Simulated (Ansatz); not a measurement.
## Ca (Fm-3m, 1 atom in the cell): converging a phonon calculation

How do the frequencies of Ca (Fm-3m, 1 atom in the cell) move with q mesh, k mesh and cutoff?

Main program and level: Ansatz 0.2.0; DFT PBEsol, scalar-relativistic, plane waves, PAW.

## (1) The structure

The structure is cubic, space group Fm-3m (No. 225). Conventional cell: a = 5.455 Å, b = 5.455 Å, c = 5.455 Å, α = 90.00°, β = 90.00°, γ = 90.00°. Nearest to Ca lie 12 Ca at 3.86 Å.

## (2) Relaxing to small forces for the phonons

Phonons need a cell at rest on their own settings, so the relaxation is repeated with tight tolerances on forces and stress on the k mesh and occupations of the first response run.

File input.yaml:

```yaml
crystal:
  lattice:
    - [0.0, 2.7273233847, 2.7273233847]
    - [2.7273233847, 0.0, 2.7273233847]
    - [2.7273233847, 2.7273233847, 0.0]
  atoms:
    - { symbol: Ca, position: [0.0, 0.0, 0.0] }
kpoints:
  mp_grid: { grid: [16, 16, 16] }
hamiltonian:
  xc: pbesol
scf:
  occupations: { method: methfessel_paxton, width: 0.15 }
output:
  forces: true
  stress: true
  eigenvalues: true
  write_density: true
  write_potential: true
  elf: true
  volumetric_format: npy
relax:
  adjacent_minimum: "off"
  f_tol: 0.001
  max_steps: 60
  cell: { stress_tol: 0.01 }
```

Launch:

```sh
ansatz run input.yaml --threads 4 --pin off --max-ram 7168MiB --backend cpu --events-out ev --progress --plain --runs-dir out
```

Numbers of over 12 decimals in the logs are rounded to 6 here.

Log:

```text
Engine: ansatz 0.2.0, aarch64-unknown-linux-gnu
Pseudopotentials: kind: paw
Pseudopotential: Ca, paw, valence charge 10, recommended cutoff 420 eV (normal), Ca.paw.azcp
Functional definition: PBEsol
  exchange = pbesol_x
  correlation = pbesol_c
Crystal: 1 atoms, lattice volume = 40.573 Å³
[...]
--- Relaxed structure (1 steps of the walk, 1 accepted, 1 SCFs on fresh bases) ---
  F+E_penalty+E_count = -1793.73215979 eV   max|allowed force component| = 0.000e0 eV/Å   (the final SCF, on the basis selected at the relaxed cell)
  cell:  # Å, volume = 40.5733 Å³
    - [0.0, 2.7273233847, 2.7273233847]
    - [2.7273233847, 0.0, 2.7273233847]
    - [2.7273233847, 2.7273233847, 0.0]
  atoms:
    - { symbol: Ca, position: [0.0, 0.0, 0.0] }
[key lines of the parts left out:]
SCF converged after 5 iterations
Free energy (F): -1793.732160 eV
Fermi energy:    5.151685 eV
P = ⅓ Tr σ = -0.0048 GPa (-0.048 kbar)
```

Wall time 1.7 s (4 threads of Arm Neoverse V2, shared host); peak memory 0.35 GiB.

Little changed from the start: no atom moved by 0.005 Å and no cell edge by 0.1 %.

This step gave:

| Item | Value |
| --- | --- |
| pressure | -0.004828 GPa |
| volume per atom | 40.57 Å³ |
| gap on the k-mesh | 0 eV |

ELF in the ac plane of the conventional cell at fractional y = 0.000, with atoms of Ca within 0.2 Å of it. It is the smooth field of the valence electrons, not physical close to the nuclei.

Ten even steps from '0' (0.09) to '9' (0.85), each cell a mean:
```
996016787730399
983026777640169
420034433441013
001221000012100
344300133001443
775203898500467
775106999830377
875117999930378
775105999810477
565201576301466
123310010002321
000132111232000
751035555541036
995026777740289
997015787730499
```
Columns run along a (5.5 Å), rows up along c (5.5 Å), edges of the conventional cell, whose origin can differ from the input's. Atoms in or near the plane, at fractional coordinates: Ca at (0.00, 0.00), Ca at (0.50, 0.50).

Electrostatic potential energy in the ac plane of the conventional cell at fractional y = 0.000, with atoms of Ca within 0.2 Å of it. With pseudopotentials it is smooth inside the atoms' cores, unlike the true potential.

Ten even steps from '_' (-60 eV) to '@' (9 eV), each cell a mean:
```
__::**%%@@@@@@@@@@@@@@@@##==__
--++##@@@@@@@@@@@@@@@@@@%%**==
##%%%%@@@@@@@@@@@@@@@@@@@@%%##
@@@@@@@@@@@@@@@@@@@@@@@@@@@@@@
@@@@@@@@@@%%%%##%%%%@@@@@@@@@@
@@@@@@@@@@##++====##%%@@@@@@@@
@@@@@@@@%%**::__..==%%@@@@@@@@
@@@@@@@@%%**..____==##@@@@@@@@
@@@@@@@@%%##--..::++%%@@@@@@@@
@@@@@@@@@@%%##****##%%@@@@@@@@
@@@@@@@@@@@@%%%%%%@@@@@@@@@@@@
%%%%@@@@@@@@@@@@@@@@@@@@@@@@%%
**##%%@@@@@@@@@@@@@@@@@@%%##**
..==##%%@@@@@@@@@@@@@@@@%%++::
__..**%%@@@@@@@@@@@@@@@@##--__
```
Columns run along a (5.5 Å; values clipped at the 3rd and 97th percentile), rows up along c (5.5 Å), edges of the conventional cell, whose origin can differ from the input's. Atoms in or near the plane, at fractional coordinates: Ca at (0.00, 0.00), Ca at (0.50, 0.50).

Valence density in the ac plane of the conventional cell at fractional y = 0.000, with atoms of Ca within 0.2 Å of it. It is the smooth field of the valence electrons, not physical close to the nuclei.

Values in e/Å³, 15 rows by 15 columns, each cell a mean:
```
5.6 3.3 0.9 0.1 0.1 0.1 0.1 0.1 0.1 0.1 0.1 0.1 0.4 2.0 4.9
2.4 1.3 0.3 0.1 0.1 0.1 0.1 0.1 0.1 0.1 0.1 0.1 0.2 0.8 2.0
0.4 0.3 0.1 0.1 0.1 0.1 0.1 0.1 0.1 0.1 0.1 0.1 0.1 0.2 0.4
0.1 0.1 0.1 0.1 0.1 0.1 0.1 0.1 0.1 0.1 0.1 0.1 0.1 0.1 0.1
0.1 0.1 0.1 0.1 0.1 0.1 0.2 0.4 0.3 0.2 0.1 0.1 0.1 0.1 0.1
0.1 0.1 0.1 0.1 0.1 0.4 1.3 2.3 1.8 0.7 0.2 0.1 0.1 0.1 0.1
0.1 0.1 0.1 0.1 0.2 0.9 3.4 5.5 4.6 1.8 0.3 0.1 0.1 0.1 0.1
0.1 0.1 0.1 0.1 0.2 1.1 4.2 6.5 5.5 2.3 0.4 0.1 0.1 0.1 0.1
0.1 0.1 0.1 0.1 0.1 0.6 2.4 4.2 3.4 1.3 0.2 0.1 0.1 0.1 0.1
0.1 0.1 0.1 0.1 0.1 0.2 0.6 1.1 0.9 0.4 0.1 0.1 0.1 0.1 0.1
0.1 0.1 0.1 0.1 0.1 0.1 0.1 0.2 0.2 0.1 0.1 0.1 0.1 0.1 0.1
0.2 0.1 0.1 0.1 0.1 0.1 0.1 0.1 0.1 0.1 0.1 0.1 0.1 0.1 0.1
1.0 0.6 0.2 0.1 0.1 0.1 0.1 0.1 0.1 0.1 0.1 0.1 0.1 0.3 0.9
3.9 2.2 0.6 0.1 0.1 0.1 0.1 0.1 0.1 0.1 0.1 0.1 0.3 1.3 3.3
6.4 3.9 1.0 0.2 0.1 0.1 0.1 0.1 0.1 0.1 0.1 0.1 0.4 2.4 5.6
```
Columns run along a (5.5 Å), rows up along c (5.5 Å), edges of the conventional cell, whose origin can differ from the input's. Atoms in or near the plane, at fractional coordinates: Ca at (0.00, 0.00), Ca at (0.50, 0.50).

The forces vanish by symmetry and the pressure is -0.005 GPa, within the tolerances set. The cell now holds 40.57 Å³/atom.

## (3) Response at finite wavevector

Stability and thermal properties need the whole zone. Linear response on a 4×4×4 q mesh gives force constants as far as a supercell of that size would.

input.yaml, the sections that differ from step 2:

```yaml
output:
  eigenvalues: true
phonons:
  method: dfpt
  qmesh: [4, 4, 4]
  temperatures: { t_max: 1000, t_step: 50 }
  qpath:
    path:
      - [[0.0, 0.0, 0.0], [0.5, 0.0, 0.5], [0.625, 0.25, 0.625]]
      - [[0.375, 0.375, 0.75], [0.0, 0.0, 0.0], [0.5, 0.5, 0.5], [0.5, 0.25, 0.75], [0.5, 0.0, 0.5]]
    npoints: 10
# crystal, kpoints, hamiltonian, scf: as in step 2
# relax: removed
```

Log:

```text
[...]
Crystal: 1 atoms, lattice volume = 40.573 Å³
Basis set: ecut = 420 eV, 821 PW (Γ), exchange–correlation on 54×54×54 points (8 copies of the dense FFT grid, shifted against one another)
Bands: 9, of which v1, the nominal top of the filled ones, is band 5 counted from 1 (4 counted from 0)
Symmetry: 48 space group operations
k-points: 145 of 4096
[...]
SCF iter   1: F=—  HF=-1793.732833 eV  |F-HF|=—  |Δ(HF+E_count)|=         —  Δρ=2.12e-3  dr2=1.76e-3  ethr=1.77e-3  ⟨swp⟩=5.6  Hψ=10324  notcnv=0
[...]
SCF iter   6: F=-1793.732160 eV  HF=-1793.732160 eV  |F-HF|=2.05e-12  |Δ(HF+E_count)|=   5.51e-9  S|Δr|=    0.00e0  Δρ=2.73e-7  dr2=6.71e-12  ethr=1.00e-12  ⟨swp⟩=4.7  Hψ=6189  notcnv=0
SCF 1 converged in 6 iterations: F = -1793.732160 eV  dr2 = 6.71e-12
[...]
NSCF: frozen V_eff on 145 k-points
[...]
DFPT response loops at q = (0, 0, 0) (fractional): preconditioner auto → Kerker (q_TF=auto, 2.160 Å⁻¹) (partly filled bands, converged f_vac=0.000); β = 1.00, the filter's whole step (`scf.mixing.beta` (0.50) is not read by the response loops under this deck's `scf.mixing.preconditioner`; to damp them name `kerker` or `kerker_dos`, under which they read `scf.mixing.beta`, and type it under 1.00, their step now; both keys bind the ground state too); Broyden in place of MSR1
[...]
SCF converged after 6 iterations
[...]
Free energy (F): -1793.732160 eV
[...]
Internal energy: -1793.729959 eV  (E = F + TS)
E sigma→0 (E₀):  -1793.731610 eV
Entropy (-TS):   -0.002201 eV (-2.201 meV/atom)
Fermi energy:    5.151686 eV
[...]
--- Band table (eV; the first three rows and the last of 145) ---
[...]
--- Phonons (Γ-DFPT): 1 representative perturbation + reference (Σ response iterations 3) ---
  ASR residual: 2.771e-5 → 0.000e0 eV/Å²; symmetrization residual: 9.505e-14 eV/Å²
  ASR residual per site (eV/Å²): 2.77e-5
  Γ frequencies (cm⁻¹): 0.00 0.00 0.00
--- Phonons (arbitrary-q DFPT): 8 irreducible q on the 4×4×4 mesh ---
  q = [0.0000, 0.0000, 0.0000] (star 1, of the zone-centre solve; hermiticity 3.37e-10, symmetrization 3.27e-9): -0.00 0.00 0.00
  q = [0.0000, 0.0000, 0.2500] (star 8, 1 solved perturbation on 2176 of 4096 k-point pairs; hermiticity 8.95e-14, symmetrization 3.48e-13): 52.98 52.98 117.38
[...]
q = [0.0000, 0.2500, 0.2500] (star 6, 2 solved perturbations in 1808 linear systems a pass and spin channel, the states on 1160 of 4096 k-point pairs; hermiticity 1.51e-13, symmetrization 2.18e-13): 92.22 92.22 113.84
[...]
sum rule: each row above includes the acoustic sum rule's correction from the zone centre's row sums; it moved no ω² by more than (0.43 cm⁻¹)²
  mesh force constants: q→R imaginary residual 0.00e0; ASR residual 2.771e-5 → 0.000e0 eV/Å²; symmetrization residual 1.332e-15 eV/Å²
  interpolated dispersion: 62 rows × 3 modes
  density of states and harmonic sums: on the 20×20×20 q-mesh, interpolated from the force constants of a 4×4×4 supercell (no non-analytic term)
  largest difference from the sums on the solved wave vectors: F 1.26e-2 eV, S 1.66e-5 and C_V 4.01e-6 eV/K
  zero-point energy: 0.021279 eV/cell   skipped modes (ω ≤ 0): 3   left out of the sums: 1.25e-4 of the cell's modes: C_V's classical limit lies that fraction below 3 k_B per atom; for a crystal, a wire or a layer, F and S can be off by more, and a phonons.interpolated_qmesh denser along its periods is the remedy for the sampling
```

It took 1.8 min on 4 threads; peak memory 3.1 GiB.

Numbers from this step:

* sum-rule residual before enforcement: 2.77e-5 eV/Å²
* lowest frequency on the path: 0 cm⁻¹
* highest frequency on the path or at a solved wavevector: 170.8 cm⁻¹
* mean frequency: 114.4 cm⁻¹
* Debye temperature (second moment): 221 K
* logarithmic mean frequency: 108.6 cm⁻¹
* lowest mode on the q mesh (acoustic modes at Γ apart): 52.98 cm⁻¹
* zero-point energy per atom: 21.28 meV
* heat capacity at 300 K: 24.28 J/(mol atoms K)
* vibrational entropy at 300 K: 41.54 J/(mol atoms K)

Frequencies (cm⁻¹) solved at each irreducible wavevector; negative means imaginary. Frequencies by wavevector, by row:

```
q in reciprocal lattice units  star  mode 1  mode 2  mode 3
                        0 0 0     1       0       0       0
                     0 0 0.25     8      53      53   117.4
                     0 0 -0.5     4    78.6    78.6   157.6
                  0 0.25 0.25     6    92.2    92.2   113.8
                  0 0.25 -0.5    24   107.2   119.9   156.7
                 0 0.25 -0.25    12      74   126.2     137
                  0 -0.5 -0.5     3   131.1   131.1   170.8
              0.25 -0.5 -0.25     6   110.3   152.8   152.8
```

Interpolated from a 4×4×4 q mesh. The phonon branches at the labelled points (cm⁻¹):

```
    point  branch 1  branch 2  branch 3
        Γ         0         0         0
  halfway        92        92       114
        X       131       131       171
  halfway       127       133       168
        U       115       138       161
jump to K       115       138       161
  halfway        51       100       122
        Γ         0         0         0
  halfway        53        53       117
        L        79        79       158
  halfway        95       122       156
        W       110       153       153
  halfway       121       138       166
        X       131       131       171
```

The phonon branches as a text plot (rows in cm⁻¹):

```
    167 |           *****                                    ****
    160 |         **     **                      ****       *
    153 |                  *                   **    *******
    146 |        *          *                 *             *
    139 |                ******                         *    **
    132 |       *   *****    ***             *         *       **
    125 |         **   **       *                     *       *
    117 |        *       **    *            *               **
    110 |      *                 *                   *   ***
    103 |       *          *    *                      **
     96 |                                  *        * *
     89 |    ***            *     **               ***
     82 |                    **  *               ***
     75 |    **                           *    **
     68 |   *                  *              *
     60 |   *                     ***        *
     53 |                       *        *  *
     46 |  *                               *
     39 |  *                     *  *
     32 |                            *    *
     25 | *                       ** *  **
     18 | *                         *
     11 |                            *  *
      4 |*                            **
         Γ           X  U|K            Γ         L        W     X
```

Symmetry leaves 8 wavevectors to solve. The lowest mode among them, the acoustic zeros apart, lies at q = (0, 0, 0.25) and is real, 53.0 cm⁻¹.

## (4) Another q mesh, q mesh 2×2×2

The q mesh is changed to 2×2×2, to see how far the force constants must reach.

Edit input.yaml of step 3 so:

```diff
@@ -17,3 +17,3 @@
   method: dfpt
-  qmesh: [4, 4, 4]
+  qmesh: [2, 2, 2]
   temperatures: { t_max: 1000, t_step: 50 }
```

Log:

```text
[...]
Crystal: 1 atoms, lattice volume = 40.573 Å³
Basis set: ecut = 420 eV, 821 PW (Γ), exchange–correlation on 54×54×54 points (8 copies of the dense FFT grid, shifted against one another)
Bands: 9, of which v1, the nominal top of the filled ones, is band 5 counted from 1 (4 counted from 0)
Symmetry: 48 space group operations
k-points: 145 of 4096
[...]
SCF iter   1: F=—  HF=-1793.732833 eV  |F-HF|=—  |Δ(HF+E_count)|=         —  Δρ=2.12e-3  dr2=1.76e-3  ethr=1.77e-3  ⟨swp⟩=5.6  Hψ=10324  notcnv=0
[...]
SCF iter   6: F=-1793.732160 eV  HF=-1793.732160 eV  |F-HF|=2.05e-12  |Δ(HF+E_count)|=   5.51e-9  S|Δr|=    0.00e0  Δρ=2.73e-7  dr2=6.71e-12  ethr=1.00e-12  ⟨swp⟩=4.7  Hψ=6189  notcnv=0
SCF 1 converged in 6 iterations: F = -1793.732160 eV  dr2 = 6.71e-12
[...]
SCF converged after 6 iterations
[...]
Free energy (F): -1793.732160 eV
[...]
Internal energy: -1793.729959 eV  (E = F + TS)
E sigma→0 (E₀):  -1793.731610 eV
Entropy (-TS):   -0.002201 eV (-2.201 meV/atom)
Fermi energy:    5.151686 eV
[...]
--- Band table (eV; the first three rows and the last of 145) ---
[...]
ASR residual: 2.771e-5 → 0.000e0 eV/Å²; symmetrization residual: 9.505e-14 eV/Å²
  ASR residual per site (eV/Å²): 2.77e-5
  Γ frequencies (cm⁻¹): 0.00 0.00 0.00
--- Phonons (arbitrary-q DFPT): 3 irreducible q on the 2×2×2 mesh ---
[...]
interpolated dispersion: 62 rows × 3 modes
[...]
```

Run time: 17 s. Hardware: 4 threads; peak memory 1.1 GiB; 66 s of CPU time.

This step gave:

| Quantity | Value |
| --- | --- |
| mean frequency | 114.7 cm⁻¹ |
| logarithmic mean frequency | 109.5 cm⁻¹ |
| lowest mode on the q mesh (acoustic modes at Γ apart) | 78.56 cm⁻¹ |
| zero-point energy per atom | 21.33 meV |
| vibrational entropy at 300 K | 41.35 J/(mol atoms K) |

Frequencies (cm⁻¹) solved at each irreducible wavevector; negative means imaginary. Frequencies by wavevector, by row:

```
q in reciprocal lattice units  star  mode 1  mode 2  mode 3
                        0 0 0     1       0       0       0
                     0 0 -0.5     4    78.6    78.6   157.6
                  0 -0.5 -0.5     3   131.1   131.1   170.8
```

Interpolated from a 2×2×2 q mesh, rough between the solved points. Phonon branches along the path, in cm⁻¹:

```
    point  branch 1  branch 2  branch 3
        Γ         0         0         0
  halfway        86        86       116
        X       131       131       171
  halfway       128       135       167
        U       118       142       156
jump to K       118       142       156
  halfway        65        90       122
        Γ         0         0         0
  halfway        56        56       112
        L        79        79       158
  halfway       102       119       156
        W       127       148       148
  halfway       129       136       164
        X       131       131       171
```

The phonon branches as a text plot (rows in cm⁻¹):

```
    167 |           ****                                      ***
    160 |         **    **                       ****       **
    153 |        *        *                    **    ****  *
    146 |                  ****                          ***
    139 |               ***                   *         *   **
    132 |       *   ****    *  *                       *      ***
    125 |         **   **    ** *            *           *****
    117 |      *         **                           * *
    110 |        *         *                *        * *
    103 |       *           *  * *                    *
     96 |    **                            *        **
     89 |      *             ** *                  **
     82 |                         **             ***
     75 |   *                  * *        *    **
     68 |    **                 *             *
     60 |                           *        *
     53 |   *                    ***        *
     46 |  *                             * *
     39 |                         ***     *
     32 |  *                         *
     25 | *                         *   **
     18 | *                          *
     11 |                            *  *
      4 |*                            **
         Γ           X  U|K            Γ         L        W     X
```

The mean frequency is 114.7 cm⁻¹, +0.3 cm⁻¹ against the base run.

On this path the spectrum ends at 171 cm⁻¹ (at X). No branch goes imaginary on this path.

## (5) Another q mesh, k-mesh 18×18×18, q mesh 3×3×3

The q mesh is changed to 3×3×3, to see how far the force constants must reach; the k mesh is 18×18×18, against 16×16×16 in the base run, so that the q mesh divides it.

Edit input.yaml of step 4 so:

```diff
@@ -8,3 +8,3 @@
 kpoints:
-  mp_grid: { grid: [16, 16, 16] }
+  mp_grid: { grid: [18, 18, 18] }
 hamiltonian:
@@ -17,3 +17,3 @@
   method: dfpt
-  qmesh: [2, 2, 2]
+  qmesh: [3, 3, 3]
   temperatures: { t_max: 1000, t_step: 50 }
```

Log:

```text
[...]
Crystal: 1 atoms, lattice volume = 40.573 Å³
Basis set: ecut = 420 eV, 821 PW (Γ), exchange–correlation on 54×54×54 points (8 copies of the dense FFT grid, shifted against one another)
Bands: 9, of which v1, the nominal top of the filled ones, is band 5 counted from 1 (4 counted from 0)
Symmetry: 48 space group operations
k-points: 195 of 5832
[...]
E sigma→0 (E₀):  -1793.731837 eV
Entropy (-TS):   -0.001917 eV (-1.917 meV/atom)
Fermi energy:    5.146236 eV
[...]
--- Band table (eV; the first three rows and the last of 195) ---
[...]
ASR residual: 2.196e-6 → 0.000e0 eV/Å²; symmetrization residual: 1.184e-13 eV/Å²
  ASR residual per site (eV/Å²): 2.20e-6
  Γ frequencies (cm⁻¹): 0.00 0.00 0.00
--- Phonons (arbitrary-q DFPT): 4 irreducible q on the 3×3×3 mesh ---
[...]
interpolated dispersion: 62 rows × 3 modes
[...]
[key lines of the parts left out:]
SCF converged after 7 iterations
Free energy (F): -1793.732317 eV
```

It took 67 s on 4 threads; peak memory 2.5 GiB.

Frequencies (cm⁻¹) solved at each irreducible wavevector; negative means imaginary. Frequencies by wavevector, by row:

```
q in reciprocal lattice units  star  mode 1  mode 2  mode 3
                        0 0 0     1       0       0       0
                   0 0 0.3333     8    67.3    67.3   140.5
              0 0.3333 0.3333     6   113.4   113.4     144
             0 0.3333 -0.3333    12   102.2   140.1   151.7
```

The mean frequency is 114.6 cm⁻¹, +0.2 cm⁻¹ against the base run, whose k mesh differs too.

[end of part 1 of 3]

[Logs are printed without paths, hosts, clocks, repeated set-up lines and the standing remarks that a program may print on its own settings, such as how far it seeks lower states.]

[Hosts, paths, dates, database ids (printed as entryN), source tags and the programs' standing remarks are cut or masked in the printed files.]
